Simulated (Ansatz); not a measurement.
## AgS2: relaxing a made-up structure

Starting from a made-up structure for AgS2, the aim is the relaxed cell, its shortest contacts and, where a second run follows, its electronic structure.

Main program and level: Ansatz 0.2.0; DFT, PBE, plane-wave PAW, files of the set soft_1, scalar-relativistic, no spin, cell and ions relaxed at zero pressure; PAW set soft_1, in the first sound run; inputs show where later runs differ.

## Step 1: Starting point

Symmetry: Pnnm, No. 58, orthorhombic system. Conventional cell: a = 4.990 Å, b = 6.053 Å, c = 3.738 Å, α = 90.00°, β = 90.00°, γ = 90.00°. Nearest to Ag lie 6 S at 2.50 to 2.58 Å. S has 1 S at 2.18 Å and 3 Ag at 2.50 to 2.58 Å nearest. Farther neighbours and most contacts between anions are not listed.

## Step 2: Relaxation of the guess

The guessed cell has no reason to be at equilibrium. It is relaxed with the atoms, within the space group of the guess.

The input, input.yaml:

```yaml
crystal:
  lattice:
    - [4.99, 0.0, 0.0]
    - [0.0, 6.053, 0.0]
    - [0.0, 0.0, 3.738]
  atoms:
    - { symbol: Ag, position: [0.0, 0.0, 0.0] }
    - { symbol: Ag, position: [0.5, 0.5, 0.5] }
    - { symbol: S, position: [0.671, 0.1124, 0.5] }
    - { symbol: S, position: [0.829, 0.6124, 0.0] }
    - { symbol: S, position: [0.171, 0.3876, 0.0] }
    - { symbol: S, position: [0.329, 0.8876, 0.5] }
kpoints:
  mp_grid: { grid: [6, 5, 7] }
scf:
  occupations: { method: fermi_dirac, width: 0.05 }
hamiltonian:
  xc: pbe
  pseudopotentials: { kind: paw, azcp: { folder: soft_1 } }
relax:
  f_tol: 0.015
  max_steps: 70
  cell: {}
output:
  forces: true
  stress: true
```

Command:

```
$ ansatz run input.yaml --threads 4 --pin off --max-ram 10240MiB --backend cpu --events-out ev --progress --plain --runs-dir out
```

Numbers of over 12 decimals in the logs are rounded to 6 here.

Output:

```text
Engine: ansatz 0.2.0, aarch64-unknown-linux-gnu
Pseudopotentials: kind: paw
Pseudopotential: Ag, paw, valence charge 19, recommended cutoff 420 eV (normal), soft_1/Ag.paw.azcp
Pseudopotential: S, paw, valence charge 6, recommended cutoff 420 eV (normal), soft_1/S.paw.azcp
Functional definition: PBE
  parameter kappa = 0.804
  parameter beta = 0.066725
  exchange = pbe_x(kappa = kappa, mu = beta*pi^2/3)
  correlation = pbe_c(beta = beta)
Crystal: 6 atoms, lattice volume = 112.904 Å³
Basis set: ecut = 420 eV, 2197 PW (Γ), exchange–correlation on 72×90×50 points (8 copies of the dense FFT grid, shifted against one another)
Bands: 38, of which v1, the nominal top of the filled ones, is band 31 counted from 1 (30 counted from 0)
Symmetry: 8 space group operations
Space group: Pnnm (ITA 58), of the structure as read, at distance tolerance 4.8e-5 Å
k-points: 48 of 210
Non-local potential: Ag, projectors of the file, l = 0: 3, l = 1: 2, l = 2: 2, l = 3: 1
Non-local potential: S, projectors of the file, l = 0: 2, l = 1: 2, l = 2: 1
PAW form: soft (Blöchl's): semilocal exchange-correlation on the pseudo side does not see the compensation charge
PAW one-centre angular grid: Ag, 590 points (default); XC on 64 Gauss nodes
PAW one-centre angular grid: S, 110 points (default); XC on 64 Gauss nodes
Initial density: superposition of atomic densities (chi_scale 0.1, normalization cell, long waves kept (reshape's long-wave potential 0.00 eV rms))
Initial wavefunctions: pseudopotential atomic-orbital guess
Functional: x = pbe(κ = 0.804, μ = 0.219515), c = pbe(β = 0.066725)
SCF iter   1: F=—  HF=-18789.108969 eV  |F-HF|=—  |Δ(HF+E_count)|=         —  Δρ=3.27e-2  dr2=8.83e-1  ethr=3.10e-3  ⟨swp⟩=7.7  Hψ=8200  notcnv=0  defer=6
preconditioner: auto → Kerker (q_TF=auto, 2.469 Å⁻¹)  [metal: Δε(μ)=0.028 eV  Ē_g=9.499 eV  σ=0.050 eV  W_gap=0.14  n_scr=32 (ndim 8)  ℏωp=23.7 eV  f_vac=0.000  D(μ)=3.09/eV (n_scr^D=20)]
SCF iter   2: F=—  HF=-18788.993627 eV  |F-HF|=—  |Δ(HF+E_count)|=   1.15e-1  Δρ=1.97e-2  dr2=3.29e-1  ethr=1.42e-3  ⟨swp⟩=2.0  Hψ=2364  notcnv=0  defer=52
SCF iter   3: F=—  HF=-18788.943205 eV  |F-HF|=—  |Δ(HF+E_count)|=   5.04e-2  Δρ=6.06e-3  dr2=4.38e-2  ethr=5.30e-4  ⟨swp⟩=2.7  Hψ=3327  notcnv=0  defer=85
SCF iter   4: F=—  HF=-18788.936198 eV  |F-HF|=—  |Δ(HF+E_count)|=   7.01e-3  Δρ=1.86e-3  dr2=4.81e-3  ethr=7.07e-5  ⟨swp⟩=2.0  Hψ=3298  notcnv=0  defer=85
SCF iter   5: F=—  HF=-18788.938176 eV  |F-HF|=—  |Δ(HF+E_count)|=   1.98e-3  Δρ=4.74e-4  dr2=4.69e-4  ethr=7.76e-6  ⟨swp⟩=2.2  Hψ=2719  notcnv=0  defer=85
SCF iter   6: F=—  HF=-18788.938415 eV  |F-HF|=—  |Δ(HF+E_count)|=   2.40e-4  Δρ=2.19e-4  dr2=5.15e-5  ethr=7.56e-7  ⟨swp⟩=2.1  Hψ=2803  notcnv=0  defer=85
SCF iter   7: F=—  HF=-18788.938462 eV  |F-HF|=—  |Δ(HF+E_count)|=   4.63e-5  Δρ=4.14e-5  dr2=3.18e-6  ethr=8.31e-8  ⟨swp⟩=2.0  Hψ=2746  notcnv=0  defer=85
SCF iter   8: F=—  HF=-18788.938464 eV  |F-HF|=—  |Δ(HF+E_count)|=   2.40e-6  Δρ=1.35e-5  dr2=3.20e-7  ethr=5.13e-9  ⟨swp⟩=2.0  Hψ=2830  notcnv=0  defer=85
SCF iter   9: F=-18788.938464 eV  HF=-18788.938464 eV  |F-HF|=1.44e-8  |Δ(HF+E_count)|=   2.15e-7  Δρ=3.32e-6  dr2=1.46e-8  ethr=1.61e-10  ⟨swp⟩=5.0  Hψ=7007  notcnv=0
SCF 1 converged in 9 iterations: F = -18788.938464 eV  dr2 = 1.46e-8
  greatest PAW one-centre occupation: 1.001 electrons in one spin orbital (limit 2), on the Ag atom at site 1 (counted from 0), in its partial waves of l = 0
relax step   1: F+E_penalty+E_count = -18788.93846418 eV  Δ(F+E_penalty+E_count) = +0.000e0 eV  max|allowed force component| = 1.418e0 eV/Å  Δτ_max = 0.0000 Å  P = +4.305 GPa  Ω = 112.904 Å³  (9 SCF iters, dr2 threshold 1.00e-7 eV, accepted)
Crystal: 6 atoms, lattice volume = 122.539 Å³
Basis set: ecut = 420 eV, 2417 PW (Γ), exchange–correlation on 72×90×50 points (8 copies of the dense FFT grid, shifted against one another)
Initial density: handed on by an earlier stage of this run
Initial wavefunctions: those handed on with the density
iter 1 solved again at ethr=1.18e-4 eV; its pass at ethr=3.10e-3 eV (dr2=7.33e-2 eV) is discarded
SCF iter   1: F=—  HF=-18789.468180 eV  |F-HF|=—  |Δ(HF+E_count)|=         —  Δρ=8.03e-3  dr2=7.98e-2  ethr=1.18e-4  ⟨swp⟩=2.5  Hψ=10113  notcnv=0
preconditioner: auto → LDOS  [metal: Δε(μ)=0.031 eV  Ē_g=9.191 eV  σ=0.050 eV  W_gap=0.16  n_scr=32 (ndim 8)  ℏωp=22.8 eV  f_vac=0.021  D(μ)=3.17/eV (n_scr^D=20)  β→1.0]
SCF iter   2: F=—  HF=-18789.457871 eV  |F-HF|=—  |Δ(HF+E_count)|=   1.03e-2  Δρ=3.51e-3  dr2=2.07e-2  ethr=1.18e-4  ⟨swp⟩=3.6  Hψ=3798  notcnv=0
SCF iter   3: F=—  HF=-18789.452048 eV  |F-HF|=—  |Δ(HF+E_count)|=   5.82e-3  Δρ=1.94e-3  dr2=5.23e-3  ethr=3.33e-5  ⟨swp⟩=2.9  Hψ=3992  notcnv=0
SCF iter   4: F=—  HF=-18789.450741 eV  |F-HF|=—  |Δ(HF+E_count)|=   1.31e-3  Δρ=7.37e-4  dr2=7.32e-4  ethr=8.44e-6  ⟨swp⟩=2.4  Hψ=2904  notcnv=0
SCF iter   5: F=—  HF=-18789.450549 eV  |F-HF|=—  |Δ(HF+E_count)|=   1.92e-4  Δρ=1.37e-4  dr2=2.89e-5  ethr=1.18e-6  ⟨swp⟩=2.6  Hψ=2872  notcnv=0
SCF iter   6: F=—  HF=-18789.450617 eV  |F-HF|=—  |Δ(HF+E_count)|=   6.76e-5  Δρ=2.36e-5  dr2=6.24e-7  ethr=4.67e-8  ⟨swp⟩=2.2  Hψ=2855  notcnv=0
SCF iter   7: F=-18789.450617 eV  HF=-18789.450617 eV  |F-HF|=6.15e-9  |Δ(HF+E_count)|=   8.50e-8  Δρ=2.54e-6  dr2=3.46e-9  ethr=9.68e-10  ⟨swp⟩=5.4  Hψ=6922  notcnv=0
SCF 2 converged in 7 iterations: F = -18789.450617 eV  dr2 = 3.46e-9
relax step   2: F+E_penalty+E_count = -18789.45061686 eV  Δ(F+E_penalty+E_count) = -5.122e-1 eV  max|allowed force component| = 7.746e-1 eV/Å  Δτ_max = 0.0622 Å  P = -0.819 GPa  Ω = 122.539 Å³  energy of the carried Pulay correction = -2.723e-3 eV  (7 SCF iters, dr2 threshold 6.00e-7 eV, accepted)
Crystal: 6 atoms, lattice volume = 122.594 Å³
Basis set: ecut = 420 eV, 2389 PW (Γ), exchange–correlation on 72×90×50 points (8 copies of the dense FFT grid, shifted against one another)
iter 1 solved again at ethr=2.59e-5 eV; its pass at ethr=3.10e-3 eV (dr2=1.60e-2 eV) is discarded
SCF iter   1: F=—  HF=-18789.547058 eV  |F-HF|=—  |Δ(HF+E_count)|=         —  Δρ=4.01e-3  dr2=1.82e-2  ethr=2.59e-5  ⟨swp⟩=2.8  Hψ=10277  notcnv=0
preconditioner: auto → LDOS  [metal: Δε(μ)=0.022 eV  Ē_g=9.270 eV  σ=0.050 eV  W_gap=0.11  n_scr=32 (ndim 8)  ℏωp=22.7 eV  f_vac=0.022  D(μ)=2.58/eV (n_scr^D=14)  β→1.0]
SCF iter   2: F=—  HF=-18789.544381 eV  |F-HF|=—  |Δ(HF+E_count)|=   2.68e-3  Δρ=2.14e-3  dr2=7.77e-3  ethr=2.59e-5  ⟨swp⟩=3.2  Hψ=4225  notcnv=0
SCF iter   3: F=—  HF=-18789.541839 eV  |F-HF|=—  |Δ(HF+E_count)|=   2.54e-3  Δρ=6.51e-4  dr2=5.87e-4  ethr=1.25e-5  ⟨swp⟩=2.5  Hψ=3198  notcnv=0
SCF iter   4: F=—  HF=-18789.541697 eV  |F-HF|=—  |Δ(HF+E_count)|=   1.41e-4  Δρ=1.03e-4  dr2=1.47e-5  ethr=9.46e-7  ⟨swp⟩=2.9  Hψ=3313  notcnv=0
SCF iter   5: F=—  HF=-18789.541698 eV  |F-HF|=—  |Δ(HF+E_count)|=   1.79e-7  Δρ=4.33e-5  dr2=2.27e-6  ethr=2.37e-8  ⟨swp⟩=2.5  Hψ=2885  notcnv=0
SCF iter   6: F=-18789.541697 eV  HF=-18789.541697 eV  |F-HF|=2.97e-8  |Δ(HF+E_count)|=   5.44e-7  Δρ=7.76e-6  dr2=6.46e-8  ethr=9.68e-10  ⟨swp⟩=5.2  Hψ=7023  notcnv=0
SCF 3 converged in 6 iterations: F = -18789.541697 eV  dr2 = 6.46e-8
  greatest PAW one-centre occupation: 1.001 electrons in one spin orbital (limit 2), on the Ag atom at site 0 (counted from 0), in its partial waves of l = 0
relax step   3: F+E_penalty+E_count = -18789.54169693 eV  Δ(F+E_penalty+E_count) = -9.108e-2 eV  max|allowed force component| = 1.661e-1 eV/Å  Δτ_max = 0.0394 Å  P = +1.038 GPa  Ω = 122.594 Å³  energy of the carried Pulay correction = -2.737e-3 eV  (6 SCF iters, dr2 threshold 6.00e-7 eV, accepted)
Crystal: 6 atoms, lattice volume = 124.286 Å³
Basis set: ecut = 420 eV, 2413 PW (Γ), exchange–correlation on 72×90×50 points (8 copies of the dense FFT grid, shifted against one another)
iter 1 solved again at ethr=4.00e-6 eV; its pass at ethr=3.10e-3 eV (dr2=2.48e-3 eV) is discarded
SCF iter   1: F=—  HF=-18789.553713 eV  |F-HF|=—  |Δ(HF+E_count)|=         —  Δρ=1.61e-3  dr2=2.42e-3  ethr=4.00e-6  ⟨swp⟩=2.5  Hψ=9979  notcnv=0
preconditioner: auto → LDOS  [metal: Δε(μ)=0.022 eV  Ē_g=9.184 eV  σ=0.050 eV  W_gap=0.11  n_scr=32 (ndim 8)  ℏωp=22.6 eV  f_vac=0.027  D(μ)=2.57/eV (n_scr^D=14)  β→1.0]
SCF iter   2: F=—  HF=-18789.553363 eV  |F-HF|=—  |Δ(HF+E_count)|=   3.50e-4  Δρ=3.99e-4  dr2=1.49e-4  ethr=3.91e-6  ⟨swp⟩=2.5  Hψ=2880  notcnv=0
SCF iter   3: F=—  HF=-18789.553382 eV  |F-HF|=—  |Δ(HF+E_count)|=   1.93e-5  Δρ=1.85e-4  dr2=4.41e-5  ethr=2.40e-7  ⟨swp⟩=2.0  Hψ=3213  notcnv=0
SCF iter   4: F=—  HF=-18789.553369 eV  |F-HF|=—  |Δ(HF+E_count)|=   1.28e-5  Δρ=3.78e-5  dr2=2.36e-6  ethr=7.12e-8  ⟨swp⟩=2.0  Hψ=2751  notcnv=0
SCF iter   5: F=-18789.553368 eV  HF=-18789.553368 eV  |F-HF|=2.47e-7  |Δ(HF+E_count)|=   7.16e-7  Δρ=1.49e-5  dr2=2.86e-7  ethr=9.68e-10  ⟨swp⟩=5.8  Hψ=7254  notcnv=0
SCF 4 converged in 5 iterations: F = -18789.553368 eV  dr2 = 2.86e-7
relax step   4: F+E_penalty+E_count = -18789.55336821 eV  Δ(F+E_penalty+E_count) = -1.167e-2 eV  max|allowed force component| = 1.391e-2 eV/Å  Δτ_max = 0.0098 Å  P = -0.104 GPa  Ω = 124.286 Å³  energy of the carried Pulay correction = -3.193e-3 eV  (5 SCF iters, dr2 threshold 6.00e-7 eV, accepted)
Crystal: 6 atoms, lattice volume = 124.194 Å³
Basis set: ecut = 420 eV, 2437 PW (Γ), exchange–correlation on 72×90×50 points (8 copies of the dense FFT grid, shifted against one another)
iter 1 solved again at ethr=7.47e-7 eV; its pass at ethr=3.10e-3 eV (dr2=4.63e-4 eV) is discarded
SCF iter   1: F=—  HF=-18789.555057 eV  |F-HF|=—  |Δ(HF+E_count)|=         —  Δρ=9.12e-4  dr2=4.98e-4  ethr=7.47e-7  ⟨swp⟩=2.7  Hψ=10624  notcnv=0
preconditioner: auto → LDOS  [metal: Δε(μ)=0.040 eV  Ē_g=9.179 eV  σ=0.050 eV  W_gap=0.20  n_scr=32 (ndim 8)  ℏωp=22.6 eV  f_vac=0.023  D(μ)=2.52/eV (n_scr^D=14)  β→1.0]
SCF iter   2: F=—  HF=-18789.555036 eV  |F-HF|=—  |Δ(HF+E_count)|=   2.08e-5  Δρ=1.60e-4  dr2=2.27e-5  ethr=7.47e-7  ⟨swp⟩=2.3  Hψ=2905  notcnv=0
SCF iter   3: F=—  HF=-18789.555081 eV  |F-HF|=—  |Δ(HF+E_count)|=   4.54e-5  Δρ=5.03e-5  dr2=3.33e-6  ethr=3.66e-8  ⟨swp⟩=2.1  Hψ=3263  notcnv=0
SCF iter   4: F=-18789.555080 eV  HF=-18789.555080 eV  |F-HF|=1.97e-9  |Δ(HF+E_count)|=   1.11e-6  Δρ=6.69e-6  dr2=3.54e-8  ethr=3.53e-10  ⟨swp⟩=4.7  Hψ=8666  notcnv=0
SCF 5 converged in 4 iterations: F = -18789.555080 eV  dr2 = 3.54e-8
relax step   5: F+E_penalty+E_count = -18789.55508007 eV  Δ(F+E_penalty+E_count) = -1.712e-3 eV  max|allowed force component| = 1.732e-2 eV/Å  Δτ_max = 0.0060 Å  P = -0.066 GPa  Ω = 124.194 Å³  energy of the carried Pulay correction = -3.168e-3 eV  (4 SCF iters, dr2 threshold 2.19e-7 eV, accepted)
Crystal: 6 atoms, lattice volume = 124.101 Å³
Basis set: ecut = 420 eV, 2433 PW (Γ), exchange–correlation on 72×90×50 points (8 copies of the dense FFT grid, shifted against one another)
iter 1 solved again at ethr=1.08e-7 eV; its pass at ethr=3.10e-3 eV (dr2=6.71e-5 eV) is discarded
SCF iter   1: F=—  HF=-18789.555473 eV  |F-HF|=—  |Δ(HF+E_count)|=         —  Δρ=2.77e-4  dr2=5.18e-5  ethr=1.08e-7  ⟨swp⟩=3.0  Hψ=9497  notcnv=0
preconditioner: auto → LDOS  [metal: Δε(μ)=0.039 eV  Ē_g=9.181 eV  σ=0.050 eV  W_gap=0.19  n_scr=32 (ndim 8)  ℏωp=22.6 eV  f_vac=0.024  D(μ)=2.51/eV (n_scr^D=14)  β→1.0]
SCF iter   2: F=—  HF=-18789.555509 eV  |F-HF|=—  |Δ(HF+E_count)|=   3.69e-5  Δρ=6.34e-5  dr2=4.63e-6  ethr=8.36e-8  ⟨swp⟩=2.0  Hψ=2826  notcnv=0
SCF iter   3: F=—  HF=-18789.555508 eV  |F-HF|=—  |Δ(HF+E_count)|=   1.32e-6  Δρ=2.34e-5  dr2=7.50e-7  ethr=7.46e-9  ⟨swp⟩=2.0  Hψ=3118  notcnv=0
SCF iter   4: F=-18789.555508 eV  HF=-18789.555508 eV  |F-HF|=9.65e-9  |Δ(HF+E_count)|=   2.39e-7  Δρ=3.47e-6  dr2=1.62e-8  ethr=8.38e-11  ⟨swp⟩=4.7  Hψ=8827  notcnv=0
SCF 6 converged in 4 iterations: F = -18789.555508 eV  dr2 = 1.62e-8
relax step   6: F+E_penalty+E_count = -18789.55550786 eV  Δ(F+E_penalty+E_count) = -4.278e-4 eV  max|allowed force component| = 3.931e-3 eV/Å  Δτ_max = 0.0027 Å  P = -0.036 GPa  Ω = 124.101 Å³  energy of the carried Pulay correction = -3.143e-3 eV  (4 SCF iters, dr2 threshold 5.20e-8 eV, accepted)
Crystal: 6 atoms, lattice volume = 124.019 Å³
iter 1 solved again at ethr=1.63e-8 eV; its pass at ethr=3.10e-3 eV (dr2=1.01e-5 eV) is discarded
SCF iter   1: F=—  HF=-18789.555515 eV  |F-HF|=—  |Δ(HF+E_count)|=         —  Δρ=1.00e-4  dr2=7.17e-6  ethr=1.63e-8  ⟨swp⟩=3.0  Hψ=9173  notcnv=0
preconditioner: auto → LDOS  [metal: Δε(μ)=0.039 eV  Ē_g=9.184 eV  σ=0.050 eV  W_gap=0.19  n_scr=32 (ndim 8)  ℏωp=22.6 eV  f_vac=0.023  D(μ)=2.50/eV (n_scr^D=14)  β→1.0]
SCF iter   2: F=—  HF=-18789.555554 eV  |F-HF|=—  |Δ(HF+E_count)|=   3.82e-5  Δρ=2.54e-5  dr2=6.92e-7  ethr=1.16e-8  ⟨swp⟩=2.0  Hψ=2826  notcnv=0
SCF iter   3: F=—  HF=-18789.555553 eV  |F-HF|=—  |Δ(HF+E_count)|=   2.38e-7  Δρ=1.07e-5  dr2=1.27e-7  ethr=1.12e-9  ⟨swp⟩=2.0  Hψ=3224  notcnv=0
SCF iter   4: F=-18789.555553 eV  HF=-18789.555553 eV  |F-HF|=5.12e-9  |Δ(HF+E_count)|=   3.59e-8  Δρ=2.29e-6  dr2=6.83e-9  ethr=1.27e-11  ⟨swp⟩=4.4  Hψ=8164  notcnv=0
SCF 7 converged in 4 iterations: F = -18789.555553 eV  dr2 = 6.83e-9
relax step   7: F+E_penalty+E_count = -18789.55555341 eV  Δ(F+E_penalty+E_count) = -4.555e-5 eV  max|allowed force component| = 7.650e-5 eV/Å  Δτ_max = 0.0009 Å  P = +0.002 GPa  Ω = 124.019 Å³  energy of the carried Pulay correction = -3.121e-3 eV  (4 SCF iters, dr2 threshold 7.87e-9 eV, accepted)
Basis set: ecut = 420 eV, 2433 PW (Γ), exchange–correlation on 72×90×54 points (8 copies of the dense FFT grid, shifted against one another)
Initial wavefunctions: pseudopotential atomic-orbital guess (no wavefunctions were taken with the density)
iter 1 solved again at ethr=1.42e-6 eV; its pass at ethr=3.10e-3 eV (dr2=8.81e-4 eV) is discarded
SCF iter   1: F=—  HF=-18789.558623 eV  |F-HF|=—  |Δ(HF+E_count)|=         —  Δρ=1.57e-4  dr2=4.20e-6  ethr=1.42e-6  ⟨swp⟩=3.6  Hψ=13800  notcnv=0
eigensolver tolerance schedule: the retry pair's looser diagonalisation over-reported the residual by 209.01 of it (diagonalisation noise at 0.11 of the residual, at the tolerance the schedule requests for it); recorded, not acted on — ethr = c·dr2/N_el stays at c = 1.0e-1
preconditioner: auto → LDOS  [metal: Δε(μ)=0.039 eV  Ē_g=9.184 eV  σ=0.050 eV  W_gap=0.19  n_scr=32 (ndim 8)  ℏωp=22.6 eV  f_vac=0.023  D(μ)=2.51/eV (n_scr^D=14)  β→1.0]
SCF iter   2: F=—  HF=-18789.558802 eV  |F-HF|=—  |Δ(HF+E_count)|=   1.79e-4  Δρ=6.27e-5  dr2=3.30e-6  ethr=6.77e-9  ⟨swp⟩=3.0  Hψ=3685  notcnv=0
SCF iter   3: F=—  HF=-18789.558801 eV  |F-HF|=—  |Δ(HF+E_count)|=   1.35e-6  Δρ=1.15e-5  dr2=1.01e-7  ethr=5.32e-9  ⟨swp⟩=2.1  Hψ=3300  notcnv=0
SCF iter   4: F=—  HF=-18789.558801 eV  |F-HF|=—  |Δ(HF+E_count)|=   2.53e-7  Δρ=2.61e-6  dr2=7.95e-9  ethr=1.63e-10  ⟨swp⟩=2.1  Hψ=3222  notcnv=0
SCF iter   5: F=—  HF=-18789.558801 eV  |F-HF|=—  |Δ(HF+E_count)|=   3.81e-9  Δρ=8.04e-7  dr2=1.08e-9  ethr=1.28e-11  ⟨swp⟩=2.0  Hψ=2807  notcnv=0
SCF iter   6: F=-18789.558801 eV  HF=-18789.558801 eV  |F-HF|=7.28e-12  |Δ(HF+E_count)|=  1.09e-10  Δρ=1.38e-7  dr2=2.42e-11  ethr=1.00e-12  ⟨swp⟩=4.5  Hψ=8511  notcnv=0
SCF 8 converged in 6 iterations: F = -18789.558801 eV  dr2 = 2.42e-11
relax step   8: F+E_penalty+E_count = -18789.55880076 eV  Δ(F+E_penalty+E_count) = -3.247e-3 eV  max|allowed force component| = 5.469e-4 eV/Å  Δτ_max = 0.0000 Å  P = +0.002 GPa  Ω = 124.019 Å³  stress off target by 1.32e-2 GPa  SCF on the basis re-selected at this cell (its energy is not comparable with the rows above)  (6 SCF iters)
basis re-selected at this cell: Δ(F+E_penalty+E_count) = -3.247e-3 eV, ΔP = +0.001 GPa vs the last step (what re-selecting the basis moved, of the pressure what is left beyond the Pulay correction that the steps carried, after the strain that the cell walked since its last selection, with what the two solves' SCF thresholds leave and, on support functions, any second-order correction that the steps lacked; it is no measure of the basis error at this ecutwfc). The dense FFT grid was sized anew with the basis: this SCF ran on 36×45×27 points, the steps before it on 36×45×25, so part of this shift can come from that change (see relax.cell in the input reference). [rest of the remark cut]
SCF converged after 6 iterations
Free energy (F): -18789.558801 eV
Harris-Foulkes:  -18789.558801 eV  (|F-HF|=7.28e-12)
Internal energy: -18789.537800 eV  (E = F + TS)
E sigma→0 (E₀):  -18789.548300 eV
Entropy (-TS):   -0.021001 eV (-3.500 meV/atom)
Fermi energy:    8.331896 eV
--- Per-component energies (eV) ---
  E_band       = -758.478402
  E_kinetic    = 1352.345468
  E_local      = -6919.460613  (includes V_loc(G=0)·N_el)
  E_nonlocal   = 203.219788
  E_hartree    = 3185.765034
  E_xc         = -669.502837
  E_vxc        = -727.837446  (∫ρ·V_xc dr)
  E_paw        = -10344.847061  (= ΣΔE_a)
  E_vpaw       = -1038.275995  (= ΣTr[D̂ρ^β])
  E_aug_tail   = 0.000756  (compensation charges beyond the density's cutoff)
  E_ewald      = -5597.058336
  E_smearing   = -0.021001  (= −TS)
  E_closure    = 0.000000  (closes the sum)
  Σ components = -18789.558801   (vs F -18789.558801, Δ=0.00e0)
--- Forces (eV/Å), atoms counted from 1 ---
  atom   1  Ag    -0.00000000     0.00000000     0.00000000
  atom   2  Ag     0.00000000    -0.00000000     0.00000000
  atom   3  S     -0.00054686    -0.00047475     0.00000000
  atom   4  S      0.00054686    -0.00047475    -0.00000000
  atom   5  S     -0.00054686     0.00047475     0.00000000
  atom   6  S      0.00054686     0.00047475    -0.00000000
  max |Σ_I F_I| component: 1.73e-18 eV/Å
--- Stress (GPa, compression-positive) ---
       -0.008059      -0.000000      -0.000000
       -0.000000       0.001658       0.000000
       -0.000000       0.000000       0.013218
  P = ⅓ Tr σ = 0.0023 GPa (0.023 kbar)
--- Relaxed structure (7 steps of the walk, 7 accepted, 1 SCFs on fresh bases) ---
  F+E_penalty+E_count = -18789.55880076 eV   max|allowed force component| = 5.469e-4 eV/Å   (the final SCF, on the basis selected at the relaxed cell)
  cell:  # Å, volume = 124.0186 Å³
    - [4.978880, 0.0, 0.0]
    - [0.0, 6.276590, 0.0]
    - [0.0, 0.0, 3.968544]
  atoms:
    - { symbol: Ag, position: [4.780049658252725e-19, 1.9105936185657878e-19, 0.0] }
    - { symbol: Ag, position: [0.500000, 0.500000, 0.5] }
    - { symbol: S, position: [0.663568, 0.095712, 0.5] }
    - { symbol: S, position: [0.836432, 0.595712, 0.0] }
    - { symbol: S, position: [0.163568, 0.404288, 0.0] }
    - { symbol: S, position: [0.336432, 0.904288, 0.5] }
```

Run time: 23 s. Hardware: 4 threads of Arm Neoverse V1, shared host; peak memory 0.52 GiB; 88 s of CPU time.

Relaxation path:

```csv
step,energy less that of the first step (eV),largest force component (eV/Å),pressure (GPa),volume (Å³)
1,0.0000,1.4184,4.30,112.90
2,-0.5122,0.7746,-0.82,122.54
3,-0.6032,0.1661,1.04,122.59
4,-0.6149,0.0139,-0.10,124.29
5,-0.6166,0.0173,-0.07,124.19
6,-0.6170,0.0039,-0.04,124.10
7,-0.6171,0.0001,0.00,124.02
8*,-0.6203,0.0005,0.00,124.02
```

Relaxation steps marked * repeat the geometry before them on a plane-wave basis chosen anew for their cell, so energy and pressure can jump there.

Forces are held to the 8 operations that the run works with; a distortion that breaks them can't arise in this run.

```csv
"conventional cell, symmetrised",before,after,change
a (Å),4.990,4.979,-0.2 %
b (Å),6.053,6.277,+3.7 %
c (Å),3.738,3.969,+6.2 %
volume (Å³/atom),18.82,20.67,+9.8 %
```

The atoms that moved most (Å, as changes of fractional coordinates times the final cell):

```csv
atom,dx,dy,dz,length
S6,0.037,0.105,0.000,0.111
S4,0.037,-0.105,0.000,0.111
S3,-0.037,-0.105,0.000,0.111
S5,-0.037,0.105,0.000,0.111
```

The relaxed structure:

```xyz
6
Lattice="4.9789 0.0000 0.0000 0.0000 6.2766 0.0000 0.0000 0.0000 3.9685" Properties=species:S:1:pos:R:3 pbc="T T T"
Ag    0.0000    0.0000    0.0000
Ag    2.4894    3.1383    1.9843
S     3.3038    0.6007    1.9843
S     4.1645    3.7390    0.0000
S     0.8144    2.5376    0.0000
S     1.6751    5.6758    1.9843
```

This step gave:

```yaml
free_energy: -18789.5588 eV
energy_at_zero_smearing: -18789.5483 eV
smearing_term_ts: 0.02100 eV
fermi_energy: 8.332 eV
electrons: 62
symmetry_operations: 8
pressure: 0.002272 GPa
```

The shortest distance of each pair, which need not be the same contact before and after:

```csv
pair,guess (Å),relaxed (Å)
S–S,2.183,2.024
Ag–S,2.496,2.665
Ag–Ag,3.738,3.969
```

The relaxation ends with a largest force component of 5.5e-4 eV/Å and a pressure of 0.00 GPa.

(Part 1 of 2 ends here.)

[Logs are printed without paths, hosts, clocks, repeated set-up lines and the standing remarks that a program may print on its own settings, such as how far it seeks lower states.]

[Hosts, paths, dates, database ids (printed as entryN), source tags and the programs' standing remarks are cut or masked in the printed files.]
